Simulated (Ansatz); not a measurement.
# La on Ni(111): change of the work function, part 2 of 2

Wanted: Δφ(θ) for La/Ni(111), starting from the fcc site.

Ansatz 0.2.0; plane-wave DFT, PBE, Ansatz PAW.

So far, work function, upper face (eV): step 2 (the clean slab) 5.07; step 3 (37 atoms, coverage 0.111 ML, cell 3x3) 2.40.

## Step 4: Adsorbate added, k-mesh 6×6×1, coverage 0.25 ML

System of this step: La/Ni(111). The cell holds 17 atoms: 16 Ni and 1 La. Its edges and angles: a = 4.978 Å, b = 4.978 Å, c = 27.155 Å, α = 90.0°, β = 90.0°, γ = 60.0°. Vacuum lies along c.

Another coverage, to see how the dipoles act on each other as their distance changes.

input.yaml

```yaml
crystal:
  lattice:
    - [4.9780317395, 0.0, 0.0]
    - [2.4890158698, 4.3111019473, 0.0]
    - [0.0, 0.0, 27.1546097803]
  atoms:
    - { symbol: Ni, position: [0.0, 0.0, 0.3314354385], spin: 0.7 }
    - { symbol: Ni, position: [0.1666666667, 0.1666666667, 0.4062762468], spin: 0.72 }
    - { symbol: Ni, position: [0.3333333333, 0.3333333333, 0.4808681612], spin: 0.72 }
    - { symbol: Ni, position: [0.0, 0.0, 0.5547112021], spin: 0.7 }
    - { symbol: Ni, position: [0.0, 0.5, 0.3314354385], spin: 0.7 }
    - { symbol: Ni, position: [0.1666666667, 0.6666666667, 0.4062762468], spin: 0.72 }
    - { symbol: Ni, position: [0.3333333333, 0.8333333333, 0.4808681612], spin: 0.72 }
    - { symbol: Ni, position: [0.0, 0.5, 0.5547112021], spin: 0.7 }
    - { symbol: Ni, position: [0.5, 0.0, 0.3314354385], spin: 0.7 }
    - { symbol: Ni, position: [0.6666666667, 0.1666666667, 0.4062762468], spin: 0.72 }
    - { symbol: Ni, position: [0.8333333333, 0.3333333333, 0.4808681612], spin: 0.72 }
    - { symbol: Ni, position: [0.5, 0.0, 0.5547112021], spin: 0.7 }
    - { symbol: Ni, position: [0.5, 0.5, 0.3314354385], spin: 0.7 }
    - { symbol: Ni, position: [0.6666666667, 0.6666666667, 0.4062762468], spin: 0.72 }
    - { symbol: Ni, position: [0.8333333333, 0.8333333333, 0.4808681612], spin: 0.72 }
    - { symbol: Ni, position: [0.5, 0.5, 0.5547112021], spin: 0.7 }
    - { symbol: La, position: [0.1666666667, 0.1666666667, 0.6685645615] }
magnetization:
  spin_polarized: true
kpoints:
  mp_grid: { grid: [6, 6, 1] }
hamiltonian:
  xc: pbe
scf:
  occupations: { method: fermi_dirac, width: 0.1 }
  convergence: { dr2_threshold: 1.0e-08 }
efield:
  axis: 3
  dipole_correction: true
  ramp_position: 0.97
  ramp_width: 0.06
relax:
  f_tol: 0.02
  max_steps: 60
  constraints: [{ sites: [0, 1, 4, 5, 8, 9, 12, 13] }]
output:
  dos: { projected: true, e_range: [-8, 4] }
  write_potential: true
  write_density: true
  volumetric_format: npy
  elf: true
```

Run with:

```sh
ansatz run input.yaml --threads 4 --pin off --max-ram 16384MiB --backend cpu --events-out ev --progress --plain --runs-dir out
```

It took 17 min on 4 threads of Arm Neoverse V1, shared host; peak memory 3.2 GiB.

The steps of the relaxation:

| step | energy less that of the first step (eV) | largest force component (eV/Å) |
| --- | --- | --- |
| 1 | 0.0000 | 2.1171 |
| 2 | -0.4756 | 2.2835 |
| 3 | -0.9996 | 2.3071 |
| 4 | -1.4773 | 1.9610 |
| 5 | -1.8016 | 0.9824 |
| 6 | -1.8874 | 0.4041 |
| 7 | -1.9237 | 0.2728 |
| 8 | -1.9282 | 0.0228 |
| 9 | -1.9283 | 0.0034 |

Forces are held to the 6 operations that the program found; a distortion that breaks them can't arise in this run.

The atoms that moved most (Å):

| atom | dx | dy | dz | length |
| --- | --- | --- | --- | --- |
| La17 | 0.000 | 0.000 | -0.996 | 0.996 |
| Ni16 | 0.000 | 0.000 | 0.153 | 0.153 |
| Ni15 | 0.000 | 0.000 | -0.050 | 0.050 |
| Ni4 | -0.027 | -0.016 | 0.026 | 0.041 |
| Ni12 | 0.027 | -0.016 | 0.026 | 0.041 |
| Ni8 | 0.000 | 0.032 | 0.026 | 0.041 |
| Ni7 | 0.000 | -0.008 | 0.015 | 0.018 |
| Ni11 | -0.007 | 0.004 | 0.015 | 0.018 |

The relaxed structure:

```xyz
17
Lattice="4.9780 0.0000 0.0000 2.4890 4.3111 0.0000 0.0000 0.0000 27.1546" Properties=species:S:1:pos:R:3
Ni    0.0000    0.0000    9.0000
Ni    1.2445    0.7185   11.0323
Ni    2.4962    1.4412   13.0732
Ni   -0.0274   -0.0158   15.0885
Ni    1.2445    2.1556    9.0000
Ni    2.4890    2.8741   11.0323
Ni    3.7335    3.5843   13.0732
Ni    1.2445    2.1871   15.0885
Ni    2.4890    0.0000    9.0000
Ni    3.7335    0.7185   11.0323
Ni    4.9708    1.4412   13.0732
Ni    2.5164   -0.0158   15.0885
Ni    3.7335    2.1556    9.0000
Ni    4.9780    2.8741   11.0323
Ni    6.2225    3.5926   13.0079
Ni    3.7335    2.1556   15.2159
La    1.2445    0.7185   17.1590
```

Numbers from this step:

* energy at zero smearing: -99682.3210 eV
* total moment: 8.415 μB
* work function, upper face: 2.435 eV
* work function, lower face: 5.070 eV
* dipole along the normal: 0.3125 e·Å
* step between the vacuum levels: -2.635 eV

Running mean over 2.032 Å of the planar mean; the ramp of the sawtooth is left out. The electron's electrostatic potential energy less the Fermi level by z:

| z (Å) | electron's electrostatic potential energy less the Fermi level (eV) |
| --- | --- |
| 4 | 5.07 |
| 5 | 5.07 |
| 6 | 5.02 |
| 7 | 4.38 |
| 8 | -3.19 |
| 9 | -10.0 |
| 10 | -10.3 |
| 11 | -10.4 |
| 12 | -10.4 |
| 13 | -10.3 |
| 14 | -9.96 |
| 15 | -10.3 |
| 16 | -7.99 |
| 17 | -3.97 |
| 18 | -2.44 |
| 19 | 1.09 |
| 20 | 2.17 |
| 21 | 2.38 |
| 22 | 2.43 |
| 23 | 2.43 |
| 24 | 2.44 |

The density of states has structure finer than the step of the table below, so its rows give means over 0.5 eV. Peaks (eV: height): total -2.44: 58.6, -2.08: 65.2, -1.11: 62.9, -0.93: 71.1, -0.66: 69.2, -0.57: 60.3, 1.89: 60.4; up -2.47: 32.7, -2.14: 40.4, -2.02: 38.6, -1.86: 34.9, -1.29: 34.8, -0.78: 32.7, -0.66: 43.8; down -2.08: 36.1, -1.47: 34.7, -1.11: 34.4, -0.93: 44.0, -0.75: 33.2, 0.12: 34.8, 1.89: 34.1.

Density of states against energy, zero at the Fermi level; means over each step; values in states/eV a cell:

| energy (eV) | total | up | down |
| --- | --- | --- | --- |
| -7.5 | 0.917 | 0.459 | 0.458 |
| -7.0 | 2.13 | 1.06 | 1.08 |
| -6.5 | 1.89 | 0.959 | 0.932 |
| -6.0 | 2.55 | 1.30 | 1.25 |
| -5.5 | 2.79 | 1.45 | 1.34 |
| -5.0 | 5.94 | 3.57 | 2.38 |
| -4.5 | 8.44 | 5.92 | 2.53 |
| -4.0 | 18.7 | 10.8 | 7.88 |
| -3.5 | 22.7 | 12.8 | 9.89 |
| -3.0 | 26.6 | 14.1 | 12.5 |
| -2.5 | 36.5 | 21.6 | 14.9 |
| -2.0 | 46.0 | 24.8 | 21.2 |
| -1.5 | 45.7 | 21.2 | 24.5 |
| -1.0 | 46.1 | 25.2 | 20.9 |
| -0.5 | 43.5 | 20.7 | 22.8 |
| 0.0 | 29.8 | 4.83 | 24.9 |
| 0.5 | 11.0 | 3.26 | 7.76 |
| 1.0 | 9.51 | 4.51 | 5.00 |
| 1.5 | 10.7 | 4.60 | 6.11 |

Projected DOS per atom over height of the atomic layer and energy from the Fermi level. Layers: Ni4 Ni4 Ni4 Ni4 La from below.

Values in states/eV, 22 rows by 5 columns, each cell a mean:
```
 0.2  0.3  0.2  0.3 20.2
 0.3  0.3  0.3  0.3  3.9
 0.4  0.3  0.4  0.4  2.6
 0.8  0.8  0.8  0.5  1.5
 2.0  1.8  1.7  1.3  0.9
 2.7  2.3  2.9  2.7  0.7
 3.3  2.5  2.6  2.8  0.9
 3.4  2.4  2.6  2.6  1.1
 2.9  2.2  2.2  3.1  1.1
 2.5  2.4  2.3  3.0  1.1
 1.5  1.9  1.7  2.1  0.6
 1.2  1.6  1.7  1.5  0.3
 0.9  1.7  1.5  1.1  0.3
 0.6  1.3  1.2  0.7  0.2
 0.3  0.7  0.6  0.3  0.1
 0.3  0.4  0.4  0.3  0.1
 0.2  0.2  0.2  0.2  0.1
 0.1  0.2  0.2  0.1  0.0
 0.1  0.1  0.1  0.1  0.0
 0.1  0.2  0.2  0.1  0.0
 0.0  0.1  0.1  0.0  0.0
 0.0  0.1  0.1  0.0  0.0
```
Columns: height of the atomic layer (Å) from 9 to 17.2; rows upwards: energy from the Fermi level (eV) from -7.96 to 1.95.

Projected DOS per atom, spin up over height of the atomic layer and energy from the Fermi level. Layers: Ni4 Ni4 Ni4 Ni4 La from below.

Values in states/eV, 22 rows by 5 columns, each cell a mean:
```
0.1 0.1 0.1 0.1 9.6
0.2 0.2 0.1 0.2 2.0
0.1 0.1 0.2 0.2 1.3
0.1 0.1 0.1 0.2 0.8
0.2 0.2 0.2 0.3 0.5
1.1 1.2 1.6 1.4 0.3
2.0 1.5 1.4 1.5 0.4
1.6 1.1 1.3 1.3 0.6
1.6 1.0 1.1 1.5 0.6
1.8 1.6 1.4 1.6 0.5
0.9 1.1 1.0 1.1 0.3
0.8 0.7 0.8 0.8 0.1
0.6 1.1 1.0 0.5 0.1
0.4 0.8 0.7 0.4 0.1
0.2 0.5 0.4 0.2 0.1
0.2 0.2 0.2 0.2 0.1
0.1 0.1 0.1 0.1 0.0
0.1 0.1 0.1 0.1 0.0
0.1 0.1 0.1 0.1 0.0
0.0 0.1 0.1 0.0 0.0
0.0 0.1 0.1 0.0 0.0
0.0 0.0 0.0 0.0 0.0
```
Columns: height of the atomic layer (Å) from 9 to 17.2; rows upwards: energy from the Fermi level (eV) from -7.96 to 1.95.

Projected DOS per atom, spin down over height of the atomic layer and energy from the Fermi level. Layers: Ni4 Ni4 Ni4 Ni4 La from below.

Ten even steps from '_' (0.0 states/eV) to '@' (10.7 states/eV), each cell a mean:
```
________@@
________..
________..
__________
......____
........__
..__....__
........__
........__
______..__
__________
__________
__________
__________
__________
__________
__________
__________
__________
__________
__________
__________
```
Columns: height of the atomic layer (Å) from 9 to 17.2; rows upwards: energy from the Fermi level (eV) from -7.96 to 1.95.

Site moment by atom:

| atom | site moment (μB) |
| --- | --- |
| Ni1 | 0.711 |
| Ni2 | 0.713 |
| Ni3 | 0.614 |
| Ni4 | 0.197 |
| Ni5 | 0.711 |
| Ni6 | 0.718 |
| Ni7 | 0.614 |
| Ni8 | 0.197 |
| Ni9 | 0.711 |
| Ni10 | 0.718 |
| Ni11 | 0.614 |
| Ni12 | 0.197 |
| Ni13 | 0.706 |
| Ni14 | 0.718 |
| Ni15 | 0.609 |
| Ni16 | 0.347 |
| La17 | -0.033 |

Spin density in the ca plane at fractional y = 0.167, with atoms of Ni and La within 0.2 Å of it.

Ten even steps from '0' (0.0 e/Å³) to '9' (1.9 e/Å³), each cell a mean:
```
00000000000000000000000000000000000000000000
00000000000000000000000000000000000000000000
00000000100000000000000000000000000000000000
00000016710000000000000000000000000000000000
00000016810000000000000000000000000000000000
00000001100000000000000000000000000000000000
00000000000000000000000000000000000000000000
00000000000000000000000000000000000000000000
00000000000000000000000000000000000000000000
00000002300000000000000000000000000000000000
00000018920000000000000000000000000000000000
00000003410000000000000000000000000000000000
00000000000000000000000000000000000000000000
```
Columns run along c (16.0 Å, from fractional 0.30 to 0.89 of the cell), rows up along a (5.0 Å). Atoms in or near the plane, at fractional coordinates: Ni at (0.41, 0.17), Ni at (0.41, 0.67), La at (0.63, 0.17).

Electrostatic potential energy in the ca plane at fractional y = 0.167, with atoms of Ni and La within 0.2 Å of it. With pseudopotentials it is smooth inside the atoms' cores, unlike the true potential.

Ten even steps from '0' (-44 eV) to '9' (7 eV), each cell a mean:
```
85458998899864589854688766789999999999999999
86568988889975589865799988899999999999999999
98889852258987899988899999999999999999999999
99999720016999999999999999999999999999999999
99999710006999999999999999999999999999999999
98889851148988899988899999999999999999999999
86568987789975689865799998999999999999999999
85458998899864589854688877789999999999999999
97678975579976789877887422478999999999999999
99899830027998999999885111058999999999999999
99999710006999999999983054037899999999999999
99999830017999999999984011048999999999999999
97679974468987789977887311368999999999999999
```
Columns run along c (16.0 Å, from fractional 0.30 to 0.89 of the cell; values clipped at the 3rd and 97th percentile), rows up along a (5.0 Å). Atoms in or near the plane, at fractional coordinates: Ni at (0.41, 0.17), Ni at (0.41, 0.67), La at (0.63, 0.17).

ELF in the ca plane at fractional y = 0.167, with atoms of Ni and La within 0.2 Å of it. It is the smooth field of the valence electrons, not physical close to the nuclei.

Ten even steps from '0' (0.00) to '9' (0.84), each cell a mean:
```
12222222223222222222222467642111110000000000
22222222222222222222223111111111110000000000
22222223322222222222233210001111100000000000
33333236632333222233334321111111100000000000
33333236642333322233334321111111100000000000
22222223322322222222233211001111100000000000
22222222222222222222223211110111110000000000
12222222223222222222222356531111110000000000
22222222222222222222224799974211111000000000
32223224432322222222336855996211111000000000
33333236742333322333337611796311211000000000
33223235532332222223337844896211111000000000
22222222222222222222225899984211111000000000
```
Columns run along c (16.0 Å, from fractional 0.30 to 0.89 of the cell), rows up along a (5.0 Å). Atoms in or near the plane, at fractional coordinates: Ni at (0.41, 0.17), Ni at (0.41, 0.67), La at (0.63, 0.17).

The relaxation took 9 steps and lowered the energy by 1.9 eV; the largest force on the free atoms ends at 0.0034 eV/Å.

By hand: a sheet of dipoles makes a step −p/(ε₀A) in the electron's potential. With e/ε₀ = 180.95 V·Å, p = 0.3125 e·Å and A = 21.46 Å², that is −180.95 × (0.3125) / 21.46 = -2.635 eV, and the two vacuum levels of the run differ by -2.635 eV.

The covered face has 2.44 eV, -2.64 eV against the clean one; the bare back face has moved by -0.01 eV, a measure of how thin the slab is.

## Step 5: Work function against coverage

This step: plane-wave DFT, PBE, Ansatz PAW; work function against coverage (Ansatz 0.2.0).

The runs are now put side by side.

Numbers from this step:

| Quantity | Value |
| --- | --- |
| work function of the clean face | 5.072 eV |
| largest change of the work function | -2.668 eV |

The work function of the covered face by coverage:

| coverage (adsorbates/nm²) | work function of the covered face (eV) |
| --- | --- |
| 0.00 | 5.07 |
| 2.07 | 2.40 |
| 4.66 | 2.44 |

The dipole per adsorbate comes from the change of the cell's dipole. Coverage, by row:

| coverage (1/nm²) | coverage (ML) | work function (eV) | change (eV) | dipole per adsorbate, positive end outwards (debye) | mean height of the added atoms over the highest substrate atom (Å) |
| --- | --- | --- | --- | --- | --- |
| 2.071 | 0.1111 | 2.404 | -2.668 | 3.411 | 2.005 |
| 4.66 | 0.25 | 2.435 | -2.637 | 1.495 | 1.943 |

## Step 6: Outcome

| Quantity | Value |
| --- | --- |
| work function of the clean face | 5.07 eV |
| work function at 0.11 ML | 2.40 eV |
| work function at 0.25 ML | 2.44 eV |
| dipole per adsorbate at 0.11 ML, positive end outwards | 3.41 D |

What this shows: La lowers the work function of Ni(111) at the lowest coverage, by 2.67 eV: the adsorbate layer has its positive end outwards. The slab has 4 layers, at the tabulated experimental lattice constant, one starting site was run, and quantum-size effects of a slab this thin can reach one or two tenths of an eV. The magnetic order is the one reached from the typed start; other orders were not compared.

[Long decimals in the printed logs are rounded to 6 places.]

[Logs are printed without paths, hosts, clocks, repeated set-up lines and the standing remarks that a program may print on its own settings, such as how far it seeks lower states.]

[Hosts, paths, dates, database ids (printed as entryN), source tags and the programs' standing remarks are cut or masked in the printed files.]

[Maps of the electrostatic potential energy from Ansatz leave out the sawtooth potential of an applied field or a dipole correction, so their vacuum need not be flat; planar profiles and work functions include it.]
